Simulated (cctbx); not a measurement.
**A crystallographic session in cctbx: YTmSiPd2**

Library: cctbx 2025.11. The data are simulated by the first script.

## 1. Simulate the data

run.py:

```python
from cctbx import adptbx, crystal, miller, sgtbx, xray
from cctbx.array_family import flex
from iotbx.shelx import hklf
from scitbx import matrix
import scitbx.random

cs = crystal.symmetry(unit_cell=(7.569, 14.133, 4.12, 90, 90, 90), space_group_symbol='Hall: -P 2 2n')  # Pnnm
atoms = [  # label, site, U (iso, or U11 U22 U33 U12 U13 U23 in A^2), occupancy
    ("Tm1", (0.4548, 0.8703, 0), (0.0014, 0.0038, 0.0037, -0.0001, 0.0000, 0.0000), 1),
    ("Pd1", (0.8145, 0.4837, 0), (0.0029, 0.0034, 0.0037, 0.0004, 0.0000, 0.0000), 1),
    ("Pd2", (0.8176, 0.7858, 0), (0.0058, 0.0068, 0.0034, 0.0036, 0.0000, 0.0000), 1),
    ("Y1", (0.5572, 0.6311, 0), (0.0031, 0.0023, 0.0027, -0.0004, 0.0000, 0.0000), 1),
    ("Si1", (0.8496, 0.9664, 0), (0.0058, 0.0070, 0.0093, -0.0004, 0.0000, 0.0000), 1),
]
xs = xray.structure(crystal_symmetry=cs)
for label, site, u, occ in atoms:
    u = adptbx.u_cif_as_u_star(cs.unit_cell(), u) if isinstance(u, tuple) else u
    xs.add_scatterer(xray.scatterer(label, site=site, u=u, occupancy=occ))
xs.set_inelastic_form_factors(0.56087, "sasaki")
xs.show_summary()
p1 = xs.expand_to_p1()
ms = miller.build_set(p1, anomalous_flag=True, d_min=1.1)
flex.set_random_seed(61915)
scitbx.random.set_random_seed(61915)
ms = ms.select(flex.random_double(ms.size()) < 0.5)
i = ms.structure_factors_from_scatterers(p1, algorithm="direct").f_calc().as_intensity_array().data()
i = i * 20000 / flex.max(i)
sig = flex.sqrt(i + flex.pow2(0.04 * i) + 4 ** 2)
noise = scitbx.random.variate(scitbx.random.normal_distribution())(i.size())
data = ms.array(data=i + sig * noise, sigmas=sig).set_observation_type_xray_intensity()
with open("data.hkl", "w") as f:
    data.export_as_shelx_hklf(f)
print("reflections written:", data.size(), " <I/sigma> = %.1f" % flex.mean(data.data() / data.sigmas()))
for h, a, b in list(data.sort("data"))[:12]:
    print("%4d%4d%4d %9.1f %7.1f" % (h + (a, b)))
```

```console
$ python run.py
```

```text
Number of scatterers: 5
At special positions: 5
Unit cell: (7.569, 14.133, 4.12, 90, 90, 90)
Space group: P n n m (No. 58)
reflections written: 704  <I/sigma> = 10.7
   0   0  -2   20775.6   812.4
   0   0   2   19179.1   812.4
   3   0  -1   11016.3   493.7
  -2  -4   0   10432.7   414.2
   2  -4   0   10136.8   414.2
  -2   4   0   10109.4   414.2
  -1  -4   1    9861.3   398.9
  -1  -4  -1    9787.4   398.9
   1  -4   1    9658.2   398.9
  -4   6  -1    9535.9   390.3
  -4   6   1    9535.1   390.3
  -4  -6  -1    9513.1   390.3
```

It took 0.22 s on 1 thread of Intel(R) Xeon(R) CPU @ 2.60GHz (Ice Lake), on a shared host, peak memory 0.07 GiB.

## 2. Refinement (right model)

run.py:

```python
import math
from cctbx import adptbx, crystal, maptbx, sgtbx, xray
from cctbx.array_family import flex
from cctbx.xray import observations
from iotbx.shelx import hklf
from scitbx.lstbx import normal_eqns_solving
from smtbx import absolute_structure, utils
from smtbx.refinement import constraints, least_squares

cs = crystal.symmetry(unit_cell=(7.569, 14.133, 4.12, 90, 90, 90), space_group_symbol='Hall: -P 2 2n')  # Pnnm
atoms = [  # label, site, U (iso, or U11 U22 U33 U12 U13 U23 in A^2), occupancy
    ("Tm1", (0.4535, 0.87, 0), 0.0200, 1),
    ("Pd1", (0.8159, 0.4833, 0), 0.0200, 1),
    ("Pd2", (0.8182, 0.7877, 0), 0.0200, 1),
    ("Y1", (0.5571, 0.6343, 0), 0.0200, 1),
    ("Si1", (0.8533, 0.9665, 0), 0.0200, 1),
]
xs = xray.structure(crystal_symmetry=cs)
for label, site, u, occ in atoms:
    u = adptbx.u_cif_as_u_star(cs.unit_cell(), u) if isinstance(u, tuple) else u
    xs.add_scatterer(xray.scatterer(label, site=site, u=u, occupancy=occ))
xs.set_inelastic_form_factors(0.56087, "sasaki")
raw = hklf.reader(file_name="data.hkl").as_miller_arrays(crystal_symmetry=cs, anomalous=True)[0]
merged = raw.eliminate_sys_absent().merge_equivalents()
fo2 = merged.array().set_observation_type_xray_intensity()
print("Rint %.3f, %d unique reflections to %.2f A" % (merged.r_int(), fo2.size(), fo2.d_min()))
for sc in xs.scatterers():
    sc.flags.set_grad_site(True)
    sc.flags.set_grad_u_aniso(sc.flags.use_u_aniso())
    sc.flags.set_grad_u_iso(sc.flags.use_u_iso())
obs = fo2.as_xray_observations()
extra = {}
rep = constraints.reparametrisation(xs, [], utils.connectivity_table(xs), **extra)
ls = least_squares.crystallographic_ls(obs, rep, weighting_scheme=least_squares.mainstream_shelx_weighting(a=0, b=0))
print("cycle     R1     wR2    GooF  max shift (A)")
for cycle in range(8):
    ls.build_up()
    r1, wr2, goof = ls.r1_factor(cutoff_factor=2)[0], ls.wR2(), ls.goof()
    old = xs.sites_cart()
    normal_eqns_solving.levenberg_marquardt_iterations(ls, n_max_iterations=3, tau=1e-06, step_threshold=1e-7)
    big = flex.max((xs.sites_cart() - old).norms())
    print("%4d %7.4f %7.4f %7.3f %9.5f" % (cycle + 1, r1, wr2, goof, big))
    ls.build_up(objective_only=True)
    if abs(ls.wR2() - wr2) < 5e-5 and big < 5e-4:
        break
ls.build_up()
print("final R1 %.4f wR2 %.4f GooF %.3f  parameters %d  data/parameter %.1f" % (ls.r1_factor(cutoff_factor=2)[0], ls.wR2(), ls.goof(), ls.n_parameters, fo2.size() / ls.n_parameters))
cov = ls.covariance_matrix_and_annotations()
su = dict(zip(cov.annotations, (math.sqrt(max(v, 0)) for v in cov.matrix.matrix_packed_u_diagonal())))
a2 = cs.unit_cell().reciprocal_parameters()[0] ** -2
print("atom        x        y        z      Ueq    occ   su(xyz)  su(Uiso or U11)")
for sc in xs.scatterers():
    s = max(su.get(sc.label + k, 0) for k in (".x", ".y", ".z"))
    npd = "" if sc.is_positive_definite_u(cs.unit_cell()) else "  NPD"
    print("%-5s %8.5f %8.5f %8.5f %8.4f %6.3f %8.5f %7.4f%s" % ((sc.label,) + sc.site + (sc.u_iso_or_equiv(cs.unit_cell()), sc.occupancy, s, su.get(sc.label + ".uiso", su.get(sc.label + ".u11", 0) * a2), npd)))
fo = fo2.f_sq_as_f()
fc = fo.structure_factors_from_scatterers(xs, algorithm="direct").f_calc()
diff = fo.f_obs_minus_f_calc(1 / math.sqrt(ls.scale_factor()), fc).average_bijvoet_mates()
m = diff.fft_map(symmetry_flags=maptbx.use_space_group_symmetry, resolution_factor=0.25).apply_volume_scaling()
print("difference map: max %.2f min %.2f rms %.2f" % (m.statistics().max(), m.statistics().min(), m.statistics().sigma()))
peaks = m.peak_search(parameters=maptbx.peak_search_parameters(min_distance_sym_equiv=0.6, max_clusters=6)).all()
near = xs.closest_distances(peaks.sites(), distance_cutoff=4)
sps = cs.special_position_settings(min_distance_sym_equiv=0.5)
for k, (x, h) in enumerate(zip(peaks.sites(), peaks.heights())):
    ss = sps.site_symmetry(x)
    print("Q%-3d %7.4f %7.4f %7.4f %4d %7.2f  %.2f A from %s" % ((k + 1,) + tuple(t % 1 for t in ss.exact_site()) + (ss.multiplicity(), h, near.smallest_distances[k], xs.scatterers()[near.i_seqs[k]].label)))
```

```console
$ python run.py
```

```text
Rint 0.030, 197 unique reflections to 1.10 A
cycle     R1     wR2    GooF  max shift (A)
   1  0.0940  0.2216   5.541   0.04750
   2  0.0193  0.0489   1.222   0.00001
final R1 0.0193 wR2 0.0489 GooF 1.222  parameters 15  data/parameter 13.1
atom        x        y        z      Ueq    occ   su(xyz)  su(Uiso or U11)
Tm1    0.45481  0.87024  0.00000   0.0024  1.000  0.00011  0.0005
Pd1    0.81435  0.48386  0.00000   0.0028  1.000  0.00017  0.0005
Pd2    0.81750  0.78589  0.00000   0.0048  1.000  0.00017  0.0005
Y1     0.55734  0.63094  0.00000   0.0022  1.000  0.00020  0.0006
Si1    0.84951  0.96649  0.00000   0.0061  1.000  0.00067  0.0012
difference map: max 0.94 min -0.76 rms 0.23
Q1    0.2274  0.7426  0.5000    4    0.95  0.79 A from Pd2
Q2    0.0098  0.2476  0.0000    4    0.91  1.39 A from Pd2
Q3    0.1303  0.6473  0.5000    4    0.87  1.35 A from Tm1
Q4    0.1715  0.0203  0.5000    4    0.79  1.08 A from Pd1
Q5    0.0784  0.1015  0.5000    4    0.70  1.11 A from Y1
Q6    0.0000  0.5000  0.0000    2    0.62  1.42 A from Pd1
```

Time: 0.34 s.

## 3. Simulate the data

run.py, as its changes from the last script of this kind:

```diff
@@ -22 +22 @@
-ms = miller.build_set(p1, anomalous_flag=True, d_min=1.1)
+ms = miller.build_set(p1, anomalous_flag=True, d_min=0.84)
```

```console
$ python run.py
```

```text
Number of scatterers: 5
At special positions: 5
Unit cell: (7.569, 14.133, 4.12, 90, 90, 90)
Space group: P n n m (No. 58)
reflections written: 1531  <I/sigma> = 10.6
   0   0  -2   20179.4   812.4
   0   0   2   19734.3   812.4
   3   0   1   11426.2   493.7
  -1  -4   1   10302.2   398.9
   1  -4   1    9696.9   398.9
  -1   4  -1    9529.9   398.9
   4  -6   1    9397.7   390.3
   4   6   1    9388.6   390.3
  -4  -6  -1    9364.3   390.3
   1  -4  -1    9343.1   398.9
  -4   6   1    9322.4   390.3
  -4  -6   1    9249.2   390.3
```

Time: 0.28 s.

## 4. Refinement (right model)

run.py, as its changes from the last script of this kind:

```diff
@@ -12,5 +12,5 @@
-    ("Tm1", (0.4535, 0.87, 0), 0.0200, 1),
-    ("Pd1", (0.8159, 0.4833, 0), 0.0200, 1),
-    ("Pd2", (0.8182, 0.7877, 0), 0.0200, 1),
-    ("Y1", (0.5571, 0.6343, 0), 0.0200, 1),
-    ("Si1", (0.8533, 0.9665, 0), 0.0200, 1),
+    ("Tm1", (0.4558, 0.8685, 0), 0.0200, 1),
+    ("Pd1", (0.8111, 0.4834, 0), 0.0200, 1),
+    ("Pd2", (0.8207, 0.7863, 0), 0.0200, 1),
+    ("Y1", (0.5563, 0.6312, 0), 0.0200, 1),
+    ("Si1", (0.8496, 0.9664, 0), 0.0200, 1),
@@ -22,0 +23 @@
+xs.convert_to_anisotropic()
```

```console
$ python run.py
```

```text
Rint 0.034, 437 unique reflections to 0.84 A
cycle     R1     wR2    GooF  max shift (A)
   1  0.1424  0.3087   7.382   0.02707
   2  0.0170  0.0394   0.942   0.00001
final R1 0.0170 wR2 0.0394 GooF 0.942  parameters 30  data/parameter 14.6
atom        x        y        z      Ueq    occ   su(xyz)  su(Uiso or U11)
Tm1    0.45472  0.87033  0.00000   0.0030  1.000  0.00004  0.0002
Pd1    0.81454  0.48374  0.00000   0.0033  1.000  0.00008  0.0003
Pd2    0.81757  0.78577  0.00000   0.0053  1.000  0.00008  0.0004
Y1     0.55739  0.63116  0.00000   0.0028  1.000  0.00008  0.0004
Si1    0.84901  0.96636  0.00000   0.0074  1.000  0.00030  0.0011
difference map: max 1.10 min -1.26 rms 0.30
Q1    0.0585  0.0136  0.0000    4    1.13  0.75 A from Si1
Q2    0.0402  0.2662  0.3786    8    1.03  1.55 A from Tm1
Q3    0.0777  0.9850  0.5000    4    1.00  1.65 A from Y1
Q4    0.0222  0.6430  0.0000    4    0.93  2.13 A from Tm1
Q5    0.1047  0.7444  0.5000    4    0.93  1.67 A from Pd2
Q6    0.2254  0.1663  0.5000    4    0.91  2.19 A from Pd2
```

Time: 0.33 s.

## 5. Simulate the data

run.py, as its changes from the last script of this kind:

```diff
@@ -22 +22 @@
-ms = miller.build_set(p1, anomalous_flag=True, d_min=0.84)
+ms = miller.build_set(p1, anomalous_flag=True, d_min=0.6)
```

```console
$ python run.py
```

```text
Number of scatterers: 5
At special positions: 5
Unit cell: (7.569, 14.133, 4.12, 90, 90, 90)
Space group: P n n m (No. 58)
reflections written: 4264  <I/sigma> = 9.4
   0   0  -2   19809.0   812.4
  -3   0  -1   12339.6   493.7
  -2  -4   0    9742.9   414.2
   1   4  -1    9691.5   398.9
  -1   4  -1    9633.9   398.9
  -4   6  -1    9486.3   390.3
   1  -4  -1    9380.3   398.9
  -4   6   1    9360.1   390.3
   4   6   1    9319.4   390.3
   0   0   4    9305.0   367.0
  -4  -6  -1    9157.3   390.3
   1  -4   1    9015.2   398.9
```

Time: 0.25 s.

## 6. Refinement (right model)

run.py, as its changes from the last script of this kind:

```diff
@@ -12,5 +12,5 @@
-    ("Tm1", (0.4558, 0.8685, 0), 0.0200, 1),
-    ("Pd1", (0.8111, 0.4834, 0), 0.0200, 1),
-    ("Pd2", (0.8207, 0.7863, 0), 0.0200, 1),
-    ("Y1", (0.5563, 0.6312, 0), 0.0200, 1),
-    ("Si1", (0.8496, 0.9664, 0), 0.0200, 1),
+    ("Tm1", (0.4496, 0.8673, 0), 0.0200, 1),
+    ("Pd1", (0.8109, 0.4855, 0), 0.0200, 1),
+    ("Pd2", (0.8145, 0.7856, 0), 0.0200, 1),
+    ("Y1", (0.5658, 0.6324, 0), 0.0200, 1),
+    ("Si1", (0.8555, 0.9682, 0), 0.0200, 1),
```

```console
$ python run.py
```

```text
Rint 0.037, 1157 unique reflections to 0.60 A
cycle     R1     wR2    GooF  max shift (A)
   1  0.3072  0.5873  12.750   0.06740
   2  0.0188  0.0428   0.930   0.00007
final R1 0.0188 wR2 0.0428 GooF 0.930  parameters 30  data/parameter 38.6
atom        x        y        z      Ueq    occ   su(xyz)  su(Uiso or U11)
Tm1    0.45481  0.87031  0.00000   0.0030  1.000  0.00002  0.0001
Pd1    0.81451  0.48368  0.00000   0.0033  1.000  0.00004  0.0001
Pd2    0.81764  0.78581  0.00000   0.0054  1.000  0.00004  0.0001
Y1     0.55725  0.63107  0.00000   0.0027  1.000  0.00004  0.0001
Si1    0.84961  0.96641  0.00000   0.0071  1.000  0.00019  0.0005
difference map: max 2.29 min -1.86 rms 0.44
Q1    0.2325  0.7617  0.0000    4    2.36  2.26 A from Pd2
Q2    0.1829  0.4511  0.0000    4    1.93  0.92 A from Pd1
Q3    0.1085  0.8426  0.0000    4    1.89  2.13 A from Y1
Q4    0.1492  0.0418  0.5000    4    1.81  1.30 A from Pd1
Q5    0.1765  0.8043  0.2264    8    1.73  1.71 A from Y1
Q6    0.0376  0.6822  0.0000    4    1.56  2.22 A from Pd2
```

It took 0.36 s on 1 thread of Intel(R) Xeon(R) CPU @ 2.60GHz (Ice Lake) (shared host), peak memory 0.09 GiB.

[Logs are printed without paths, hosts, clocks, repeated set-up lines and the standing remarks that a program may print on its own settings, such as how far it seeks lower states.]
